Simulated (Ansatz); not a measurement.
# Phonons of VOs (Pm-3m) against volume

Does VOs (Pm-3m) expand much on heating, by its phonons?

Main program and level: Ansatz 0.2.0; DFT PBEsol, scalar-relativistic, plane waves, PAW; PAW set soft_1.

**1. Set-up**

The structure is cubic, space group Pm-3m (No. 221). The conventional cell has a = 2.988 Å, b = 2.988 Å, c = 2.988 Å, α = 90.00°, β = 90.00°, γ = 90.00°. Nearest to V lie 8 Os at 2.59 Å. Nearest to Os lie 8 V at 2.59 Å. Farther neighbours are not listed.

**2. Phonons on a q mesh**

The cell comes from relaxations at this level that are not shown. Stability and thermal properties need the whole zone. Linear response on a 4×4×4 q mesh gives force constants as far as a supercell of that size would.

Contents of input.yaml:

```yaml
crystal:
  lattice:
    - [2.9878150098, 0.0, 0.0]
    - [0.0, 2.9878150098, 0.0]
    - [0.0, 0.0, 2.9878150098]
  atoms:
    - { symbol: V, position: [0.0, 0.0, 0.0] }
    - { symbol: Os, position: [0.5, 0.5, 0.5] }
kpoints:
  mp_grid: { grid: [16, 16, 16] }
hamiltonian:
  xc: pbesol
  pseudopotentials: { kind: paw, azcp: { folder: soft_1 }, xc_functional: pbe }
scf:
  occupations: { method: methfessel_paxton, width: 0.2 }
output:
  eigenvalues: true
phonons:
  method: dfpt
  qmesh: [4, 4, 4]
  temperatures: { t_max: 1000, t_step: 50 }
  qpath:
    path:
      - [[0.0, 0.0, 0.0], [0.0, 0.5, 0.0], [0.5, 0.5, 0.0], [0.0, 0.0, 0.0], [0.5, 0.5, 0.5], [0.0, 0.5, 0.0]]
      - [[0.5, 0.5, 0.5], [0.5, 0.5, 0.0]]
    npoints: 10
```

On the command line:

```bash
$ ansatz run input.yaml --threads 4 --pin off --max-ram 10240MiB --backend cpu --events-out ev --progress --plain --runs-dir out
```

Numbers of over 12 decimals in the logs are rounded to 6 here.

Log:

```text
Engine: ansatz 0.2.0, aarch64-unknown-linux-gnu
Pseudopotentials: kind: paw
Pseudopotential: V, paw, valence charge 13, recommended cutoff 420 eV (normal), soft_1/V.paw.azcp
Pseudopotential: Os, paw, valence charge 16, recommended cutoff 420 eV (normal), soft_1/Os.paw.azcp
Functional definition: PBEsol
  exchange = pbesol_x
  correlation = pbesol_c
Crystal: 2 atoms, lattice volume = 26.672 Å³
Basis set: ecut = 420 eV, 485 PW (Γ), exchange–correlation on 40×40×40 points (8 copies of the dense FFT grid, shifted against one another)
Bands: 19, of which v1, the nominal top of the filled ones, is band 15 counted from 1 (14 counted from 0)
Symmetry: 48 space group operations
k-points: 165 of 4096
Non-local potential: V, projectors of the file, l = 0: 3, l = 1: 2, l = 2: 3, l = 3: 1
Non-local potential: Os, projectors of the file, l = 0: 3, l = 1: 2, l = 2: 2, l = 3: 1
PAW form: soft (Blöchl's): semilocal exchange-correlation on the pseudo side does not see the compensation charge
PAW frozen core: V, regenerated for the run's functional, and the local potential with it (the file was generated under x = pbe(κ = 0.804, μ = 0.219515), c = pbe(β = 0.066725))
PAW frozen core: Os, regenerated for the run's functional, and the local potential with it (the file was generated under x = pbe(κ = 0.804, μ = 0.219515), c = pbe(β = 0.066725))
PAW one-centre angular grid: V, 590 points (default); XC on 64 Gauss nodes
PAW one-centre angular grid: Os, 590 points (default); XC on 64 Gauss nodes
Initial density: superposition of atomic densities (chi_scale 0.1, normalization cell, long waves kept (reshape's long-wave potential 0.00 eV rms))
Initial wavefunctions: pseudopotential atomic-orbital guess
Functional: x = pbesol(κ = 0.804, μ = 0.123457), c = pbesol(β = 0.046)
SCF iter   1: F=—  HF=-14139.566496 eV  |F-HF|=—  |Δ(HF+E_count)|=         —  Δρ=1.68e-1  dr2=1.16e1  ethr=3.10e-3  ⟨swp⟩=4.7  Hψ=12001  notcnv=0
preconditioner: auto → none  [metal: Δε(μ)=0.010 eV  Ē_g=5.225 eV  σ=0.200 eV  W_gap=0.04  n_scr=6 (ndim 8)  ℏωp=25.9 eV  f_vac=0.000  D(μ)=2.01/eV (n_scr^D=26)  sad-step TF]
SCF iter   2: F=—  HF=-14138.936513 eV  |F-HF|=—  |Δ(HF+E_count)|=   6.30e-1  S|Δr|=    0.00e0  Δρ=1.47e-1  dr2=8.98e0  ethr=3.10e-3  ⟨swp⟩=2.4  Hψ=6021  notcnv=0  defer=18
SCF iter   3: F=—  HF=-14138.111201 eV  |F-HF|=—  |Δ(HF+E_count)|=   8.25e-1  S|Δr|=    0.00e0  Δρ=3.22e-2  dr2=4.78e-1  ethr=3.10e-3  ⟨swp⟩=2.1  Hψ=5040  notcnv=0  defer=18
SCF iter   4: F=—  HF=-14138.062105 eV  |F-HF|=—  |Δ(HF+E_count)|=   4.91e-2  S|Δr|=    0.00e0  Δρ=7.89e-3  dr2=1.56e-2  ethr=1.65e-3  ⟨swp⟩=2.0  Hψ=4815  notcnv=0  defer=11
SCF iter   5: F=—  HF=-14138.059546 eV  |F-HF|=—  |Δ(HF+E_count)|=   2.56e-3  S|Δr|=    0.00e0  Δρ=1.02e-3  dr2=3.75e-4  ethr=5.39e-5  ⟨swp⟩=2.2  Hψ=4338  notcnv=0  defer=11
SCF iter   6: F=—  HF=-14138.059501 eV  |F-HF|=—  |Δ(HF+E_count)|=   4.54e-5  S|Δr|=    0.00e0  Δρ=7.06e-5  dr2=1.48e-6  ethr=1.29e-6  ⟨swp⟩=1.5  Hψ=3310  notcnv=0  defer=11
SCF iter   7: F=—  HF=-14138.059508 eV  |F-HF|=—  |Δ(HF+E_count)|=   6.50e-6  S|Δr|=    0.00e0  Δρ=7.33e-6  dr2=1.62e-8  ethr=5.10e-9  ⟨swp⟩=2.0  Hψ=5072  notcnv=0  defer=11
SCF iter   8: F=—  HF=-14138.059508 eV  |F-HF|=—  |Δ(HF+E_count)|=   2.16e-9  S|Δr|=    0.00e0  Δρ=8.85e-7  dr2=9.51e-11  ethr=5.57e-11  ⟨swp⟩=2.6  Hψ=5218  notcnv=0  defer=11
SCF iter   9: F=-14138.059508 eV  HF=-14138.059508 eV  |F-HF|=5.46e-12  |Δ(HF+E_count)|=    0.00e0  S|Δr|=    0.00e0  Δρ=1.54e-7  dr2=6.28e-12  ethr=1.00e-12  ⟨swp⟩=5.4  Hψ=12569  notcnv=0
the search or the solves at the SCF's close seem to have found levels that the self-consistency loop had missed (the run counts 2). By its estimate they hold under 1e-12 electrons; where the run keeps them, the occupations were computed again with them
SCF 1 converged in 9 iterations: F = -14138.059508 eV  dr2 = 6.28e-12
  greatest PAW one-centre occupation: 1.000 electrons in one spin orbital (limit 2), on the V atom at site 0 (counted from 0), in its partial waves of l = 0
phonons: the bands overlap, so this run is a metal and interpolates without the dipole-dipole term. If the crystal is really an insulator or semiconductor, its LO-TO splitting is missing
NSCF: frozen V_eff on 165 k-points
NSCF: frozen V_eff on 405 k-points
DFPT response loops at q = (0, 0, 0) (fractional): preconditioner auto → Kerker (q_TF=auto, 2.767 Å⁻¹) (partly filled bands, converged f_vac=0.000); β = 1.00, the filter's whole step (`scf.mixing.beta` (0.50) is not read by the response loops under this deck's `scf.mixing.preconditioner`; to damp them name `kerker` or `kerker_dos`, under which they read `scf.mixing.beta`, and type it under 1.00, their step now; both keys bind the ground state too); Broyden in place of MSR1
NSCF: frozen V_eff on 2592 k-points
DFPT response loops at q = (0, 0, 0.25) (fractional): mixed as the last ones told, above
NSCF: frozen V_eff on 1458 k-points
DFPT response loops at q = (0, 0, -0.5) (fractional): mixed as the last ones told, above
NSCF: frozen V_eff on 4608 k-points
DFPT response loops at q = (0, 0.25, 0.25) (fractional): mixed as the last ones told, above
NSCF: frozen V_eff on 2592 k-points
DFPT response loops at q = (0, 0.25, -0.5) (fractional): mixed as the last ones told, above
NSCF: frozen V_eff on 1458 k-points
DFPT response loops at q = (0, -0.5, -0.5) (fractional): mixed as the last ones told, above
NSCF: frozen V_eff on 4352 k-points
DFPT response loops at q = (0.25, 0.25, 0.25) (fractional): mixed as the last ones told, above
NSCF: frozen V_eff on 4608 k-points
DFPT response loops at q = (0.25, 0.25, -0.5) (fractional): mixed as the last ones told, above
NSCF: frozen V_eff on 2592 k-points
DFPT response loops at q = (0.25, -0.5, -0.5) (fractional): mixed as the last ones told, above
NSCF: frozen V_eff on 810 k-points
DFPT response loops at q = (-0.5, -0.5, -0.5) (fractional): mixed as the last ones told, above
SCF converged after 9 iterations
Stability not checked: this state was not tested for a lower state beside it, because cold or Methfessel-Paxton smearing, or corrected tetrahedra, fill the levels in a way that the test cannot read (fill_not_monotonic; see scf.lower_state_search)
Free energy (F): -14138.059508 eV
Harris-Foulkes:  -14138.059508 eV  (|F-HF|=5.46e-12)
Internal energy: -14138.058894 eV  (E = F + TS)
E sigma→0 (E₀):  -14138.059354 eV
Entropy (-TS):   -0.000613 eV (-0.307 meV/atom)
Fermi energy:    22.540048 eV
--- Per-component energies (eV) ---
  E_band       = -205.289000
  E_kinetic    = 788.135463
  E_local      = -1855.018100  (includes V_loc(G=0)·N_el)
  E_nonlocal   = 281.447843
  E_hartree    = 717.548323
  E_xc         = -347.733843
  E_vxc        = -392.319469  (∫ρ·V_xc dr)
  E_paw        = -10013.164993  (= ΣΔE_a)
  E_vpaw       = -462.632981  (= ΣTr[D̂ρ^β])
  E_aug_tail   = 0.001517  (compensation charges beyond the density's cutoff)
  E_ewald      = -3709.672782
  E_core_change = 0.397677  (= ΣΔE_core)
  E_smearing   = -0.000613  (= −TS)
  E_closure    = -0.000000  (closes the sum)
  Σ components = -14138.059508   (vs F -14138.059508, Δ=0.00e0)
--- Band table (eV; the first three rows and the last of 165) ---
  k-point 0: bands = [... 11 lower, 20.3822, 20.3822, 20.3822, 23.3683, 23.3683, 25.2300, 25.2300, 25.2300]
  k-point 1: bands = [... 11 lower, 20.3680, 20.3680, 20.4180, 23.2804, 23.4000, 25.0345, 25.0345, 25.1745]
  k-point 2: bands = [... 11 lower, 20.3296, 20.3296, 20.5245, 23.0264, 23.4916, 24.5471, 24.5471, 25.0126]
  k-point 164: bands = [... 11 lower, 20.0660, 20.0660, 20.0660, 23.5787, 23.5787, 24.1359, 24.1359, 29.9495]
--- Phonons (Γ-DFPT): 2 representative perturbations + reference (Σ response iterations 6) ---
  ASR residual: 1.950e-4 → 0.000e0 eV/Å²; symmetrization residual: 7.477e-6 eV/Å²
  ASR residual per site (eV/Å²): 9.23e-6 1.95e-4
  Γ frequencies (cm⁻¹): 0.00 0.00 0.00 109.24 109.24 109.24
--- Phonons (arbitrary-q DFPT): 10 irreducible q on the 4×4×4 mesh ---
  q = [0.0000, 0.0000, 0.0000] (star 1, of the zone-centre solve; hermiticity 8.48e-6, symmetrization 6.88e-12): 0.00 0.00 0.00 109.24 109.24 109.24
  q = [0.0000, 0.0000, 0.2500] (star 6, 4 solved perturbations in 4032 linear systems a pass and spin channel, the states on 1296 of 4096 k-point pairs; hermiticity 1.21e-6, symmetrization 2.23e-13): 79.10 79.10 114.94 191.11 191.11 243.57
  q = [0.0000, 0.0000, -0.5000] (star 3, 4 solved perturbations in 2268 linear systems a pass and spin channel, the states on 729 of 4096 k-point pairs; hermiticity 4.52e-7, symmetrization 2.30e-7): 102.23 102.23 146.17 227.54 227.54 267.26
  q = [0.0000, 0.2500, 0.2500] (star 12, 4 solved perturbations in 7056 linear systems a pass and spin channel, the states on 2304 of 4096 k-point pairs; hermiticity 1.56e-6, symmetrization 2.34e-13): 63.84 92.82 94.77 172.64 225.04 236.04
  q = [0.0000, 0.2500, -0.5000] (star 12, 6 solved perturbations on 1296 of 4096 k-point pairs; hermiticity 9.32e-7, symmetrization 1.12e-7): 78.05 94.12 104.22 205.13 252.81 282.47
  q = [0.0000, -0.5000, -0.5000] (star 3, 4 solved perturbations in 2268 linear systems a pass and spin channel, the states on 729 of 4096 k-point pairs; hermiticity 1.35e-6, symmetrization 3.93e-11): 88.04 93.81 93.81 168.99 281.16 281.16
  q = [0.2500, 0.2500, 0.2500] (star 8, 2 solved perturbations on 2176 of 4096 k-point pairs; hermiticity 6.53e-7, symmetrization 1.72e-13): 46.85 91.73 91.73 227.11 233.51 233.51
  q = [0.2500, 0.2500, -0.5000] (star 12, 4 solved perturbations in 7056 linear systems a pass and spin channel, the states on 2304 of 4096 k-point pairs; hermiticity 7.48e-7, symmetrization 5.78e-8): 82.90 90.98 128.33 221.89 234.41 266.51
  q = [0.2500, -0.5000, -0.5000] (star 6, 4 solved perturbations in 4032 linear systems a pass and spin channel, the states on 1296 of 4096 k-point pairs; hermiticity 1.11e-7, symmetrization 3.23e-8): 123.80 123.80 130.13 225.14 267.71 267.71
  q = [-0.5000, -0.5000, -0.5000] (star 1, 2 solved perturbations on 405 of 4096 k-point pairs; hermiticity 1.06e-9, symmetrization 5.31e-10): 153.32 153.32 153.32 222.86 222.86 222.86
  sum rule: each row above includes the acoustic sum rule's correction from the zone centre's row sums; it moved no ω² by more than (0.53 cm⁻¹)²
  mesh force constants: q→R imaginary residual 3.50e-18; ASR residual 1.950e-4 → 0.000e0 eV/Å²; symmetrization residual 5.329e-15 eV/Å²
  interpolated dispersion: 62 rows × 6 modes
  density of states and harmonic sums: on the 24×24×24 q-mesh, interpolated from the force constants of a 4×4×4 supercell (no non-analytic term)
  largest difference from the sums on the solved wave vectors: F 9.27e-3 eV, S 1.33e-5 and C_V 4.02e-6 eV/K
  zero-point energy: 0.060666 eV/cell   skipped modes (ω ≤ 0): 3   left out of the sums: 3.62e-5 of the cell's modes: C_V's classical limit lies that fraction below 3 k_B per atom; for a crystal, a wire or a layer, F and S can be off by more, and a phonons.interpolated_qmesh denser along its periods is the remedy for the sampling
```

The job ended after 7.7 min (4 threads of Arm Neoverse V1, shared host; peak memory 3.2 GiB; 30 min of CPU time).

In the SCF lines HF is the Harris–Foulkes energy and dr2 the Hartree energy of the density residual, in eV; the loop may stop once dr2 is under the threshold and the program's other checks hold. Hψ counts applications of the Hamiltonian.

This step gave:

```
volume per atom                                         : 13.34 Å³
gap on the k-mesh                                       : 0 eV
sum-rule residual before enforcement                    : 1.95e-4 eV/Å²
lowest frequency on the path                            : 0 cm⁻¹
point group                                             : m-3m
highest frequency on the path or at a solved wavevector : 283.4 cm⁻¹
mean frequency                                          : 163.1 cm⁻¹
Debye temperature (second moment)                       : 332 K
logarithmic mean frequency                              : 145.3 cm⁻¹
highest optical mode at the zone centre (no LO-TO term) : 109.2 cm⁻¹
lowest optical zone-centre mode                         : 109.2 cm⁻¹
lowest mode on the q mesh (acoustic modes at Γ apart)   : 46.85 cm⁻¹
zero-point energy per atom                              : 30.33 meV
heat capacity at 300 K                                  : 23.50 J/(mol atoms K)
vibrational entropy at 300 K                            : 34.69 J/(mol atoms K)
```

Frequencies (cm⁻¹) solved at each irreducible wavevector; negative means imaginary. Frequencies by wavevector, by row:

| q in reciprocal lattice units | star | mode 1 | mode 2 | mode 3 | mode 4 | mode 5 | mode 6 |
| --- | --- | --- | --- | --- | --- | --- | --- |
| 0 0 0 | 1 | 0 | 0 | 0 | 109.2 | 109.2 | 109.2 |
| 0 0 0.25 | 6 | 79.1 | 79.1 | 114.9 | 191.1 | 191.1 | 243.6 |
| 0 0 -0.5 | 3 | 102.2 | 102.2 | 146.2 | 227.5 | 227.5 | 267.3 |
| 0 0.25 0.25 | 12 | 63.8 | 92.8 | 94.8 | 172.6 | 225 | 236 |
| 0 0.25 -0.5 | 12 | 78 | 94.1 | 104.2 | 205.1 | 252.8 | 282.5 |
| 0 -0.5 -0.5 | 3 | 88 | 93.8 | 93.8 | 169 | 281.2 | 281.2 |
| 0.25 0.25 0.25 | 8 | 46.9 | 91.7 | 91.7 | 227.1 | 233.5 | 233.5 |
| 0.25 0.25 -0.5 | 12 | 82.9 | 91 | 128.3 | 221.9 | 234.4 | 266.5 |
| 0.25 -0.5 -0.5 | 6 | 123.8 | 123.8 | 130.1 | 225.1 | 267.7 | 267.7 |
| -0.5 -0.5 -0.5 | 1 | 153.3 | 153.3 | 153.3 | 222.9 | 222.9 | 222.9 |

Symmetry leaves 10 wavevectors to solve. The lowest mode among them, the acoustic zeros apart, lies at q = (0.25, 0.25, 0.25) and is real, 46.9 cm⁻¹.

**3. Relaxing at another volume, volume ratio 0.97**

The volume is scaled by 0.97 and held; symmetry leaves nothing to relax, so this is a single point. The modes can then be followed against volume.

input.yaml, the sections that differ from step 2:

```yaml
crystal:
  lattice:
    - [2.9576329966, 0.0, 0.0]
    - [0.0, 2.9576329966, 0.0]
    - [0.0, 0.0, 2.9576329966]
  atoms:
    - { symbol: V, position: [0.0, 0.0, 0.0] }
    - { symbol: Os, position: [0.5, 0.5, 0.5] }
output:
  forces: true
  stress: true
  eigenvalues: true
# kpoints, hamiltonian, scf: as in step 2
# phonons: removed
```

Log:

```text
[...]
Crystal: 2 atoms, lattice volume = 25.872 Å³
Basis set: ecut = 420 eV, 485 PW (Γ), exchange–correlation on 40×40×40 points (8 copies of the dense FFT grid, shifted against one another)
Bands: 19, of which v1, the nominal top of the filled ones, is band 15 counted from 1 (14 counted from 0)
Symmetry: 48 space group operations
[...]
k-points: 165 of 4096
[...]
--- Band table (eV; the first three rows and the last of 165) ---
  k-point 0: bands = [... 11 lower, 21.1181, 21.1181, 21.1181, 24.2175, 24.2175, 26.1772, 26.1772, 26.1772]
  k-point 1: bands = [... 11 lower, 21.1034, 21.1034, 21.1554, 24.1241, 24.2511, 25.9712, 25.9712, 26.1187]
  k-point 2: bands = [... 11 lower, 21.0637, 21.0637, 21.2662, 23.8545, 24.3483, 25.4584, 25.4584, 25.9478]
  k-point 164: bands = [... 11 lower, 20.8033, 20.8033, 20.8033, 24.4733, 24.4733, 25.0234, 25.0234, 31.1092]
[key lines of the parts left out:]
SCF converged after 8 iterations
Free energy (F): -14138.034629 eV
Fermi energy:    23.354965 eV
P = ⅓ Tr σ = 10.2413 GPa (102.413 kbar)
```

It took 1.4 s on 4 threads; peak memory 0.37 GiB; 4.9 s of CPU time.

Numbers from this step:

```yaml
pressure: 10.24 GPa
volume_per_atom: 12.94 Å³
```

The run ends at a pressure of 10.24 GPa.

**4. Phonons at the other volume, volume ratio 0.97**

The phonons are repeated at this volume on the same k and q meshes.

input.yaml, as its differences from that of step 3:

```diff
@@ -16,4 +16,11 @@
 output:
-  forces: true
-  stress: true
   eigenvalues: true
+phonons:
+  method: dfpt
+  qmesh: [4, 4, 4]
+  temperatures: { t_max: 1000, t_step: 50 }
+  qpath:
+    path:
+      - [[0.0, 0.0, 0.0], [0.0, 0.5, 0.0], [0.5, 0.5, 0.0], [0.0, 0.0, 0.0], [0.5, 0.5, 0.5], [0.0, 0.5, 0.0]]
+      - [[0.5, 0.5, 0.5], [0.5, 0.5, 0.0]]
+    npoints: 10
```

Log:

```text
[...]
Crystal: 2 atoms, lattice volume = 25.872 Å³
Basis set: ecut = 420 eV, 485 PW (Γ), exchange–correlation on 40×40×40 points (8 copies of the dense FFT grid, shifted against one another)
Bands: 19, of which v1, the nominal top of the filled ones, is band 15 counted from 1 (14 counted from 0)
Symmetry: 48 space group operations
k-points: 165 of 4096
[...]
SCF iter   1: F=—  HF=-14139.499795 eV  |F-HF|=—  |Δ(HF+E_count)|=         —  Δρ=1.67e-1  dr2=1.10e1  ethr=3.10e-3  ⟨swp⟩=4.7  Hψ=12122  notcnv=0
[...]
SCF iter   9: F=-14138.034629 eV  HF=-14138.034629 eV  |F-HF|=3.64e-12  |Δ(HF+E_count)|=    0.00e0  S|Δr|=    0.00e0  Δρ=1.52e-7  dr2=5.70e-12  ethr=1.00e-12  ⟨swp⟩=5.5  Hψ=12564  notcnv=0
[...]
SCF 1 converged in 9 iterations: F = -14138.034629 eV  dr2 = 5.70e-12
[...]
NSCF: frozen V_eff on 165 k-points
[...]
SCF converged after 9 iterations
[...]
Free energy (F): -14138.034629 eV
[...]
Internal energy: -14138.034249 eV  (E = F + TS)
E sigma→0 (E₀):  -14138.034534 eV
Entropy (-TS):   -0.000380 eV (-0.190 meV/atom)
Fermi energy:    23.354964 eV
[...]
--- Band table (eV; the first three rows and the last of 165) ---
  k-point 0: bands = [... 11 lower, 21.1181, 21.1181, 21.1181, 24.2175, 24.2175, 26.1772, 26.1772, 26.1772]
  k-point 1: bands = [... 11 lower, 21.1034, 21.1034, 21.1554, 24.1241, 24.2511, 25.9712, 25.9712, 26.1187]
  k-point 2: bands = [... 11 lower, 21.0637, 21.0637, 21.2662, 23.8545, 24.3483, 25.4584, 25.4584, 25.9478]
  k-point 164: bands = [... 11 lower, 20.8033, 20.8033, 20.8033, 24.4733, 24.4733, 25.0234, 25.0234, 31.1092]
[...]
ASR residual: 1.933e-4 → 0.000e0 eV/Å²; symmetrization residual: 8.107e-6 eV/Å²
  ASR residual per site (eV/Å²): 1.81e-5 1.93e-4
  Γ frequencies (cm⁻¹): 0.00 0.00 0.00 136.47 136.47 136.47
--- Phonons (arbitrary-q DFPT): 10 irreducible q on the 4×4×4 mesh ---
[...]
interpolated dispersion: 62 rows × 6 modes
[...]
```

It took 7.5 min on 4 threads; peak memory 3.1 GiB.

This step gave:

| Property | Result |
| --- | --- |
| sum-rule residual before enforcement | 1.93e-4 eV/Å² |
| highest frequency on the path or at a solved wavevector | 303.1 cm⁻¹ |
| mean frequency | 176.1 cm⁻¹ |
| Debye temperature (second moment) | 358 K |
| logarithmic mean frequency | 157.5 cm⁻¹ |
| highest optical mode at the zone centre (no LO-TO term) | 136.5 cm⁻¹ |
| lowest optical zone-centre mode | 136.5 cm⁻¹ |
| lowest mode on the q mesh (acoustic modes at Γ apart) | 61.04 cm⁻¹ |
| zero-point energy per atom | 32.74 meV |
| heat capacity at 300 K | 23.28 J/(mol atoms K) |
| vibrational entropy at 300 K | 32.8 J/(mol atoms K) |

Frequencies (cm⁻¹) solved at each irreducible wavevector; negative means imaginary. Frequencies by wavevector, by row:

| q in reciprocal lattice units | star | mode 1 | mode 2 | mode 3 | mode 4 | mode 5 | mode 6 |
| --- | --- | --- | --- | --- | --- | --- | --- |
| 0 0 0 | 1 | 0 | 0 | 0 | 136.5 | 136.5 | 136.5 |
| 0 0 0.25 | 6 | 84.4 | 84.4 | 124.4 | 207.4 | 207.4 | 261 |
| 0 0 -0.5 | 3 | 111.7 | 111.7 | 158.9 | 240.6 | 240.6 | 281.6 |
| 0 0.25 0.25 | 12 | 68.2 | 102.6 | 103.9 | 188.8 | 246.2 | 249.7 |
| 0 0.25 -0.5 | 12 | 85.1 | 101.7 | 113.7 | 220.4 | 271 | 300.6 |
| 0 -0.5 -0.5 | 3 | 98.7 | 100 | 100 | 187 | 302.3 | 302.3 |
| 0.25 0.25 0.25 | 8 | 61 | 99.2 | 99.2 | 244.9 | 251.6 | 251.6 |
| 0.25 0.25 -0.5 | 12 | 92.9 | 98 | 139.4 | 242 | 249.2 | 285.1 |
| 0.25 -0.5 -0.5 | 6 | 132.2 | 132.2 | 141.5 | 242.2 | 286.9 | 286.9 |
| -0.5 -0.5 -0.5 | 1 | 164.9 | 164.9 | 164.9 | 238.9 | 238.9 | 238.9 |

The highest optical mode at the zone centre (no LO-TO term) is 136.5 cm⁻¹, +27.2 cm⁻¹ against the base run.

[end of part 1 of 2]

[Logs are printed without paths, hosts, clocks, repeated set-up lines and the standing remarks that a program may print on its own settings, such as how far it seeks lower states.]

[Hosts, paths, dates, database ids (printed as entryN), source tags and the programs' standing remarks are cut or masked in the printed files.]
